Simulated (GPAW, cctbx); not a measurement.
# How far are the atoms of Zr3BN4 from free atoms?

Aim: compute the bonding part of the density of Zr3BN4, find which reflections carry it, and see how it biases an ordinary refinement.

The start was made by putting kin elements into a known structure type; the compound need not exist, or be stable, in this form. All numbers below are calculated.

### 1. Find the equilibrium geometry

The density hangs on the geometry, so cell and atoms are relaxed first, with the symmetry held. The cutoff is set higher than for the density because stress converges slowly with plane waves.

Settings: GPAW 26.7.0, PBE, 900 eV, 5×5×2 k-points (along the axes of the calculation cell), Fermi–Dirac width 0.05 eV, BFGS to 0.03 eV/Å.

```text
cell
1.0
     3.205000000    0.000000000    0.000000000
     0.000000000    3.205000000    0.000000000
     0.000000000    0.000000000    8.810000000
Zr N B
3 4 1
Direct
0.500000000 0.500000000 0.250300000
0.000000000 0.000000000 0.500000000
0.500000000 0.500000000 0.749700000
0.500000000 0.500000000 0.500000000
0.000000000 0.000000000 0.772800000
0.500000000 0.500000000 0.000000000
0.000000000 0.000000000 0.227200000
0.000000000 0.000000000 0.000000000
```

```console
$ OMP_NUM_THREADS=1 mpirun -n 4 gpaw python run.py > gpaw.log
```

```text
BFGS:    0      -68.772717        2.545916
BFGS:    1      -68.938295        1.840444
BFGS:    2      -69.128507        0.244481
BFGS:    3      -69.129902        0.231973
BFGS:    4      -69.141799        0.033652
BFGS:    5      -69.141870        0.031018
BFGS:    6      -69.141905        0.029506
cell  3.1814 3.1814 8.8864  90.00 90.00 90.00
volume 89.939 A^3, largest force 0.029 eV/A, largest stress 0.22 GPa
```

After 6 steps the volume has changed by -0.6 % and the energy by -0.369 eV; the largest stress left is 0.22 GPa. It took 2.1 min on 4 cores of Arm Neoverse V1 (shared host), peak memory 1.2 GiB.

Relaxed structure: P4/mmm (no. 123), a = 3.1814 Å, b = 3.1814 Å, c = 8.8864 Å, α = 90.00°, β = 90.00°, γ = 90.00°.

```csv
atom,mult.,x,y,z
Zr1,2,1/2,1/2,0.2346
Zr2,1,0,0,1/2
N1,1,1/2,1/2,1/2
N2,2,0,0,0.7738
N3,1,1/2,1/2,0
B1,1,0,0,0
```

### 2. Density and charge transfer

X-rays see the whole electron density, so the PAW density is rebuilt with its core regions. Subtracting spherical free atoms from the same code cancels the cores and leaves the deformation density Δρ, the part due to bonding.

Settings: PBE, 550 eV, 6×6×2 k-points (along the axes of the calculation cell), Fermi–Dirac width 0.05 eV; primitive cell of 8 atoms.

```console
$ OMP_NUM_THREADS=1 mpirun -n 4 gpaw python run.py > gpaw.log
```

```text
|iter:   1|       0s |  -74.251546 | +0.33 |       |
|iter:   2|       1s |  -72.248314 | -0.92 | -0.86 |
|iter:   3|       2s |  -67.752198 | -0.06 | -0.92 |
...
|iter:  10|      10s |  -67.764001c| -6.14 | -3.96 |
|iter:  11|      11s |  -67.763999c| -7.03 | -4.22c|
|iter:  12|      12s |  -67.764000c| -7.64c| -4.94c|
```

```text
grid (36, 36, 98)  electrons 153.000  moved by bonding 1.933 e
deformation density beyond 0.5 A of the nuclei: max 0.451, min -0.098 e/A^3
atom        x       y       z   Voronoi charge  moment
Zr1    0.5000  0.5000  0.2346      0.419       0.00
Zr2    0.0000  0.0000  0.5000      0.402       0.00
Zr3    0.5000  0.5000  0.7654      0.419       0.00
N 4    0.5000  0.5000  0.5000     -0.427       0.00
N 5    0.0000  0.0000  0.7738     -0.406       0.00
N 6    0.5000  0.5000  0.0000     -0.338       0.00
N 7    0.0000  0.0000  0.2262     -0.406       0.00
B 8    0.0000  0.0000  0.0000      0.336       0.00
mean inner potential of superposed free atoms 25.046 V
total magnetic moment 0.000 muB
```

Deformation density in a plane through the shortest contact of the N atom at the origin, in 0.01 e/Å³ (clipped at ±99); x from -1.6 to 3.6 Å, y from 2.4 down to -2.4 Å:

```text
  8   0   1   3   .   .  -9   3  23  42   .   .  37  19   0  -9
  8   0   0   1   .   .  -9   2  20  33   .   .  30  17  -1  -9
  4  -2  -6  -6  -3  -2  -8  -4   5   8   2   3   9   3  -6  -7
 -1  -3  -3  -3   0   0  -3  -3  -1   2   4   4   1  -2  -4  -2
 -4  -2   1   7  13  13   6   0  -2  -3  -2  -3  -3  -2   1   8
 -4  -1   5   6  16   .   5   5  -1  -7   .  -7  -6   1   5   7
 -4  -1   6   0   .   .  -5   6   1  -5   .   .  -4   3   5 -11
 -4  -1   5   6  16   .   5   5  -1  -7   .  -7  -6   1   5   7
 -4  -2   1   7  13  13   6   0  -2  -3  -2  -3  -3  -2   1   8
 -1  -3  -3  -3   0   0  -3  -3  -1   2   4   4   1  -2  -4  -2
  4  -2  -6  -6  -3  -2  -8  -4   5   8   2   3   9   3  -6  -7
  8   0   0   1   .   .  -9   2  20  33   .   .  30  17  -1  -9
  8   0   1   3   .   .  -9   3  23  42   .   .  37  19   0  -9
```

Atoms in or within 0.15 Å of the plane: Zr (-0.1, 2.2), Zr (-0.1, -2.2), N (0.0, 0.0), N (2.0, 2.2), N (2.0, -2.2), B (2.0, 0.0) Å. Dots mark points within about 0.45 Å of a nucleus; large values next to them are atomic features.

N gains most (-0.39 e) and Zr loses most (+0.41 e), in averages over each element's sites, as electronegativity suggests. Such charges fall far short of formal ones, since overlapping free atoms already put density on their neighbours. Along the shortest contact from the N atom at the map's origin, N–B at 2.01 Å, Δρ is +0.06 e/Å³ at the midpoint and highest, +0.07, 0.92 Å from N (points within 0.5 Å of a nucleus left out): a modest build-up. At the midpoints of other shortest contacts it is +0.13 (Zr–N, 2.08 Å), -0.02 (N–N, 3.02 Å), -0.02 (Zr–B, 3.07 Å) and -0.02 (Zr–Zr, 3.18 Å) e/Å³. Point values carry grid noise of about 0.01 e/Å³. The run needed 12 iterations, 20 s.

### 3. Structure factors

The Fourier components of Δρ, added to those of the free atoms, give the static X-ray structure factors; the Mott–Bethe relation turns them into the Fourier components V of the potential that fast electrons feel.

```text
static structure factors of the conventional cell: F in electrons, V (Mott-Bethe) in volts
   h  k  l      d  |F| table  |F| free   |F| DFT   change   |V| free  |V| DFT  change %
   0  0  1  8.8864    24.491    24.521    24.577    0.056     2.722    2.495     -8.3
   0  0  2  4.4432    29.954    30.004    30.091    0.087     2.904    2.816     -3.0
   1  0  0  3.1814    30.164    30.178    30.227    0.049     2.487    2.462     -1.0
   1  0  1  2.9952    34.651    34.662    34.575   -0.088     2.731    2.771      1.5
   0  0  3  2.9621    52.911    52.889    53.214    0.324     4.940    4.795     -2.9
   1  0  2  2.5867    78.359    78.389    77.083   -1.306     6.050    6.495      7.4
   1  1  0  2.2496   110.468   110.325   111.076    0.750    11.006   10.812     -1.8
   0  0  4  2.2216   103.996   103.865   104.658    0.793    10.263   10.064     -1.9
   1  1  1  2.1808    20.616    20.583    20.487   -0.096     1.118    1.141      2.1
   1  0  3  2.1679    13.986    13.954    14.112    0.158     1.016    0.979     -3.7
   1  1  2  2.0070    25.508    25.472    25.441   -0.032     1.523    1.529      0.4
   1  0  4  1.8215    23.093    23.073    22.995   -0.078     1.429    1.442      0.9
   1  1  3  1.7915    44.838    44.812    44.915    0.103     3.128    3.111     -0.5
   0  0  5  1.7773     4.757     4.763     4.750   -0.013     1.113    1.116      0.2
```

The largest X-ray change is -1.31 e on 102, 1.7 % of |F|. For electrons V goes as (Z − F)/g², so a change of F counts against Z − F, which is small at low angle and wherever the atoms' terms cancel: |V| of 001 moves by -8.3 % (2.72 to 2.50 V) against +0.2 % in |F|. The tabulated Hartree–Fock atoms differ from the free DFT atoms by up to 0.14 e, so the choice of reference atom matters too.

### 4. Which functional?

The same geometry is run with other functionals, to see whether the bonding signal is larger than the spread between approximations. Free atoms are LDA for LDA and PBE otherwise; meta-GGAs and hybrids keep PBE cores. Any other changed setting is in the row's label.

```csv
run,ΔF 102 (e),ΔF 004 (e),ΔF 110 (e),q(N) (e),moved (e),time
PBE,-1.306,+0.793,+0.750,-0.394,1.933,20 s
LDA,-1.283,+0.769,+0.726,-0.385,1.890,20 s
r2SCAN,-1.424,+0.873,+0.824,-0.433,2.137,51 s
```

At the base's settings ΔF(102) spans -1.424 to -1.283 e, a spread of 11 % of the PBE value; over the three listed reflections the spread is at most 13 %, so sign and size hold across the functionals. Times are from shared hosts.

### 5. What a spherical-atom refinement makes of it

Routine crystallography fits spherical atoms. To see the bias, intensities are simulated from tabulated atoms plus the DFT change ΔF, so that bonding alone can misfit (5876 reflections of the full sphere, merged to the counts below, to 0.4 Å, 1.5 % proportional noise plus counting noise, assumed isotropic U as listed, Δρ smeared by the mean U) and refined with cctbx over different ranges.

```
                    range  data      R1  GooF  U Zr1 (true 0.0054)  U Zr2 (true 0.0054)  U N1 (true 0.0092)  U N2 (true 0.0092)  largest shift (Å)  Δρ max, min (e/Å³)
                 all data   508  0.0049  1.06               0.0054               0.0054              0.0093              0.0093             0.0005         0.54, -0.50
 low resolution, d > 0.84    74  0.0047  1.45               0.0054               0.0055              0.0099              0.0099             0.0025         0.41, -0.22
     high order, d < 0.75   411  0.0051  0.99               0.0054               0.0054              0.0093              0.0093             0.0002         0.31, -0.42
occupancies free, d > 0.7   121  0.0044  1.26               0.0054               0.0054              0.0103              0.0101             0.0028         0.39, -0.22
```

With all data GooF is 1.06, diluted by the many high-angle data; the misfit shows at low resolution; the top residual peak lies 0.67 Å from N and 1.41 Å from Zr. No U is off by more than 3 s.u. at low resolution. With Zr1 held at 1 and the scale free, the other occupancies refine to Zr2 1.000(0.001), N1 1.018(0.014), N2 1.014(0.011) and N3 1.024(0.013), on sites that are all full: they absorb part of the misfit, and only ratios to the fixed site mean anything.

### 6. Answer

Bonding moves 1.93 e in the primitive cell of Zr3BN4 and changes the structure factors of the conventional cell in the table above by at most 1.31 e (102, 1.7 %). The shortest bond, N–B, has Δρ = +0.06 e/Å³ at its midpoint. At the base's settings ΔF(102) spans -1.424 to -1.283 e, a spread of 11 % of the PBE value; over the three listed reflections the spread is at most 13 %, so sign and size hold across the functionals. With all data GooF is 1.06, diluted by the many high-angle data. Limits: static density, frozen cores, no spin–orbit coupling.

[Outputs are excerpts: Python notices, other lines and further rows are left out; steps that failed or that the build refused (PBEsol, TPSS) are not shown.]

[Logs are printed without paths, hosts, clocks, repeated set-up lines and the standing remarks that a program may print on its own settings, such as how far it seeks lower states.]
